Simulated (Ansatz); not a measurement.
# G0W0 on several functionals: LaInO3 (Pnma), part 2 of 2

One-shot GW is not self-consistent; how far does the start matter for LaInO3 (Pnma)?

Ansatz 0.2.0; G0W0 on several functionals, plane waves, PAW. Known limits of the many-body steps: not at the basis limit; f levels unsure; no spin-orbit coupling; coarse k mesh.

So far. Step 2 (G0W0 on r2SCAN): The gap on the mesh goes from 3.55 eV to 4.44 eV, a correction of +0.89 eV. Between the two edge states, bare exchange in place of the xc potential would open the gap by 8.58 eV, and correlation takes back 7.69 eV.

In doubt: masses and optical values from hybrid runs of this build are listed as unsure (steps 3, 4), which bears on the screening that GW takes from such a start.

## 3. G0W0 on HSE06

The same correction from a different start measures what one shot leaves open.

This step: G0W0 on HSE06, plane waves, PAW.

File input.yaml:

```yaml
crystal:
  lattice:
    - [5.9404, 0.0, 0.0]
    - [0.0, 8.2158, 0.0]
    - [0.0, 0.0, 5.7229]
  atoms:
    - { symbol: La, position: [0.9463878522, 0.25, 0.0153056097] }
    - { symbol: La, position: [0.5536121478, 0.75, 0.5153056097] }
    - { symbol: La, position: [0.4463878522, 0.25, 0.4846943903] }
    - { symbol: La, position: [0.0536121478, 0.75, 0.9846943903] }
    - { symbol: In, position: [0.0, 0.0, 0.5] }
    - { symbol: In, position: [0.5, 0.0, 0.0] }
    - { symbol: In, position: [0.5, 0.5, 0.0] }
    - { symbol: In, position: [0.0, 0.5, 0.5] }
    - { symbol: O, position: [0.0443817441, 0.25, 0.6126999622] }
    - { symbol: O, position: [0.4556182559, 0.75, 0.1126999622] }
    - { symbol: O, position: [0.5443817441, 0.25, 0.8873000378] }
    - { symbol: O, position: [0.9556182559, 0.75, 0.3873000378] }
    - { symbol: O, position: [0.1980525852, 0.0593550042, 0.1955759518] }
    - { symbol: O, position: [0.3019474148, 0.9406449958, 0.6955759518] }
    - { symbol: O, position: [0.6980525852, 0.4406449958, 0.3044240482] }
    - { symbol: O, position: [0.8019474148, 0.5593550042, 0.8044240482] }
    - { symbol: O, position: [0.8019474148, 0.9406449958, 0.8044240482] }
    - { symbol: O, position: [0.6980525852, 0.0593550042, 0.3044240482] }
    - { symbol: O, position: [0.3019474148, 0.5593550042, 0.6955759518] }
    - { symbol: O, position: [0.1980525852, 0.4406449958, 0.1955759518] }
kpoints:
  mp_grid: { grid: [2, 2, 2] }
hamiltonian:
  xc: hse06
scf:
  occupations: { method: fixed }
gw:
  n_empty_bands: 436
  ecut_chi: 78
  qp_bands: [v4, c4]
  qp_kpoints: band_edges
  screening: { model: contour_deformation }
```

On the command line:

```console
$ ansatz run input.yaml --threads 24 --pin off --max-ram 82944MiB --backend cuda --events-out ev --progress --plain --runs-dir out --devices 1 --max-vram 78GiB
```

Numbers of over 12 decimals in the logs are rounded to 6 here.

What it wrote:

```text
GPUs: using 1 of 1 available (devices: 1).
[...]
davidson cushion auto → on  (no smearing: the cushion is to keep the highest requested band from converging to the state above it; pin scf.eigensolver.cushion to override)
[...]
Crystal: 20 atoms, lattice volume = 279.307 Å³
Basis set: ecut = 420 eV, 5459 PW (Γ)
Bands: 104, of which v1, the nominal top of the filled ones, is band 84 counted from 1 (83 counted from 0)
Symmetry: 8 space group operations
[...]
k-points: 8
[...]
SCF iter   1: F=—  HF=-54220.810534 eV  |F-HF|=—  |Δ(HF+E_count)|=         —  Δρ=2.51e-3  dr2=9.16e-3  ethr=1.77e-3  ⟨swp⟩=5.0  Hψ=3989  notcnv=0
[...]
SCF iter   2: F=—  HF=-54220.826956 eV  |F-HF|=—  |Δ(HF+E_count)|=   1.64e-2  Δρ=1.82e-3  dr2=5.97e-3  ethr=5.45e-6  ⟨swp⟩=6.4  Hψ=3531  notcnv=0
[...]
SCF iter   4: F=-54220.827311 eV  HF=-54220.827316 eV  |F-HF|=5.04e-6  |Δ(HF+E_count)|=   4.67e-4  Δρ=4.49e-4  dr2=3.02e-4  ethr=7.16e-7  ⟨swp⟩=3.9  Hψ=2092  notcnv=0  defer=1
SCF 1 stopped early in 4 iterations: F = -54220.827311 eV  dr2 = 3.02e-4
[...]
Exchange kernel: α = 0.2500, screened, ω = 0.2079 Å⁻¹, Wigner–Seitz truncation, v(0) = 991.0381 eV·Å³, q-mesh 2×2×2, nearest image of the exchange supercell L = 11.45 Å, pair-density grid 30×40×30, without the augmentation charges, whose exchange is taken in its separable form by FFT convolution over the k-point mesh (sized by the pseudopotential files, 40×60×40 at the most), smooth part of the exact exchange by density-matrix convolution in up to 3.58 GiB of GPU memory as planned if the GPU has room (build and FFT work areas not counted)
Frozen-core exchange: fock
[...]
hybrid outer 1: dexx = +1.274e-1 eV, tail = 4.89e-4 eV
[...]
SCF 3 converged in 5 iterations: F = -54252.904313 eV  dr2 = 3.87e-8
[...]
hybrid outer 2: dexx = +9.044e-6 eV, tail = 1.48e-7 eV, Δε = 4.91e-3 eV (about 1.20e-4 eV left of the loop's levels)
[...]
0    88     16.0088    -9.2575    -4.1063   -14.2918  0.8388    16.9434    16.9368  root
     1    81      8.6557   -26.3901     4.2264   -22.4858  0.7935     8.9769     8.9778  root
     1    82      8.6557   -26.3901     4.2264   -22.4858  0.7935     8.9769     8.9778  root
     1    83      8.7209   -26.2629     4.3056   -22.2934  0.7930     9.0560     9.0570  root
     1    84      8.7209   -26.2629     4.3056   -22.2934  0.7930     9.0560     9.0570  root
     1    85     15.3456   -11.9832    -3.9347   -16.9346  0.8400    16.3690    16.3622  root
     1    86     15.3456   -11.9832    -3.9347   -16.9346  0.8400    16.3690    16.3622  root
     1    87     16.1615    -9.3280    -4.4777   -14.8996  0.8377    17.2654    17.2554  root
[...]
7    85     16.3099   -11.0832    -4.5658   -16.9716  0.8335    17.6472    17.6324  root
     7    86     16.3099   -11.0832    -4.5658   -16.9716  0.8335    17.6472    17.6324  root
     7    87     16.3099   -11.0832    -4.5658   -16.9716  0.8335    17.6472    17.6324  root
     7    88     16.3099   -11.0832    -4.5658   -16.9716  0.8335    17.6472    17.6324  root
```

Run time: 32 s. Hardware: 1 × NVIDIA GB200 (shared by 2 runs) with 24 threads of Arm Neoverse V2, shared host; peak memory 2.6 GiB; 1.8 min of CPU time.

Numbers from this step:

```yaml
bands_summed: 520
rpa_eps_infinity_on_this_mesh_eigenvalues: 3.685, 3.792, 3.853
plane_waves_in_the_screening_matrix: 431
q_points_in_the_mesh: 8
g0w0_gap_on_the_mesh: 4.795 eV
k_of_the_valence_top: 0, 0, 0
k_of_the_conduction_bottom: 0, 0, 0
starting_gap_on_the_mesh: 4.380 eV
z_at_the_valence_top: 0.7988
z_at_the_conduction_bottom: 0.8459
least_direct_g0w0_gap_on_the_computed_points: 4.795 eV
```

Against the run with 2×2×2 mesh, 436 empty bands, screening to 78 eV on r2SCAN, the gap moves by +0.35 eV, while the start moved by +0.83 eV.

## 4. G0W0 on PBE0

This step: G0W0 on PBE0, plane waves, PAW.

input.yaml, as its differences from that of step 3:

```diff
@@ -29,3 +29,3 @@
 hamiltonian:
-  xc: hse06
+  xc: pbe0
 scf:
```

What it wrote:

```text
GPUs: using 1 of 1 available (devices: 1).
[...]
Crystal: 20 atoms, lattice volume = 279.307 Å³
Basis set: ecut = 420 eV, 5459 PW (Γ)
Bands: 104, of which v1, the nominal top of the filled ones, is band 84 counted from 1 (83 counted from 0)
Symmetry: 8 space group operations
[...]
k-points: 8
[...]
1    85     15.7123   -11.9475    -3.8279   -16.5250  0.8487    16.4650    16.4619  root
     1    86     15.7123   -11.9475    -3.8279   -16.5250  0.8487    16.4650    16.4619  root
     1    87     16.5360    -9.2300    -4.3196   -14.3673  0.8472    17.3583    17.3536  root
[...]
7    85     16.6857   -10.9291    -4.3890   -16.3528  0.8435    17.7279    17.7204  root
     7    86     16.6857   -10.9291    -4.3890   -16.3528  0.8435    17.7279    17.7204  root
     7    87     16.6857   -10.9291    -4.3890   -16.3528  0.8435    17.7279    17.7204  root
     7    88     16.6857   -10.9291    -4.3890   -16.3528  0.8435    17.7279    17.7204  root
```

Wall time 30 s (1 × NVIDIA GB200 (shared by 2 runs) with 24 threads); peak memory 2.6 GiB; 1.8 min of CPU time.

Numbers from this step:

```yaml
bands_summed: 520
rpa_eps_infinity_on_this_mesh_eigenvalues: 3.497, 3.593, 3.643
plane_waves_in_the_screening_matrix: 431
g0w0_gap_on_the_mesh: 4.991 eV
k_of_the_valence_top: 0, 0, 0
k_of_the_conduction_bottom: 0, 0, 0
starting_gap_on_the_mesh: 5.110 eV
least_direct_g0w0_gap_on_the_computed_points: 4.991 eV
```

Against the run with 2×2×2 mesh, 436 empty bands, screening to 78 eV on HSE06, the gap moves by +0.20 eV, while the start moved by +0.73 eV.

## 5. The starts together

All on the 2×2×2 mesh with 436 empty bands and screening to 78 eV. Times are wall times on 1 × NVIDIA GB200 (shared by 2 runs) with 24 threads of Arm Neoverse V2, shared host, good to a factor of about two.

```
 start  starting gap (eV)  shift (eV)  G0W0 gap (eV)  RPA ε∞ (harmonic mean)  Z (valence, conduction)   time
r2SCAN               3.55       +0.89           4.44                    4.27               0.78, 0.83  7.8 s
 HSE06               4.38       +0.42           4.79                    3.78               0.80, 0.85   32 s
  PBE0               5.11       −0.12           4.99                    3.58               0.81, 0.85   30 s
```

How the two edges are built up, in eV (the quasiparticle level is the starting level plus Σx plus Σc less Vxc):

```
   run               edge  start      Σx     Σc     Vxc     Z     QP
r2SCAN        valence top   9.79  -27.49   4.31  -23.14  0.78   9.75
r2SCAN  conduction bottom  13.35  -12.52  -3.38  -16.74  0.83  14.19
 HSE06        valence top   9.14  -27.39   4.07  -23.66  0.80   9.49
 HSE06  conduction bottom  13.52  -12.07  -3.38  -16.20  0.85  14.28
  PBE0        valence top   8.75  -27.40   3.96  -24.06  0.81   9.38
  PBE0  conduction bottom  13.86  -12.03  -3.31  -15.84  0.85  14.37
```

For a hybrid start, Vxc holds its share of exact exchange.

## 6. Summary of results

```json
{
  "G0W0@r2SCAN": "4.44 eV (start 3.55 eV)",
  "G0W0@HSE06": "4.79 eV (start 4.38 eV)",
  "G0W0@PBE0": "4.99 eV (start 5.11 eV)",
  "known limits": "not at the basis limit; f levels unsure; no spin-orbit coupling; coarse k mesh"
}
```

What this shows: The starting gaps span 1.56 eV and the G0W0 gaps 0.55 eV. Between r2SCAN and PBE0, 0.55 eV of the 1.56 eV survives, 35 %. PBE0 screens less than r2SCAN (ε∞ 3.58 against 4.27). Of the 0.55 eV by which its G0W0 gap is higher, the correlation part gives +0.42 eV, and exchange with the one-particle terms, which follow the orbitals, +0.13 eV. On PBE0 the correction is negative: that start lies above its own G0W0 value. The smallest correction, −0.12 eV, is on PBE0, the start nearest to reproducing itself. Bands and cutoff are finite, so the gap is not at the basis limit. The miss can reach some tenths of an eV and take either sign; the mesh is an error of its own. The 2×2×2 mesh is coarse for this cell (its supercell is 11 Å along the shortest edge). The RPA ε∞ on it, from the r2SCAN start, is 4.15, 4.27 and 4.38; such meshes misread the long-range screening, most where the gap is narrow. The program warns that the mesh is coarse for exact exchange, which bears on the hybrid start's gap. Empty 4f levels lie among the conduction bands. Their place in the start is unsure; it enters the screening, and the edge itself where they lie low. The many-body steps are scalar-relativistic: spin-orbit coupling is not in them.

[Paths, hosts, dates, memory and timing lines, banners, echoed tables and standing remarks are left out of the program output.]

[Logs are printed without paths, hosts, clocks, repeated set-up lines and the standing remarks that a program may print on its own settings, such as how far it seeks lower states.]

[Runs of the session that timed out or met a known fault of the program may be left out.]

[Cells called generated may have been cut or substituted from an entry of the Crystallography Open Database or the Materials Project.]

[Hosts, paths, dates, database ids (printed as entryN), source tags and the programs' standing remarks are cut or masked in the printed files.]
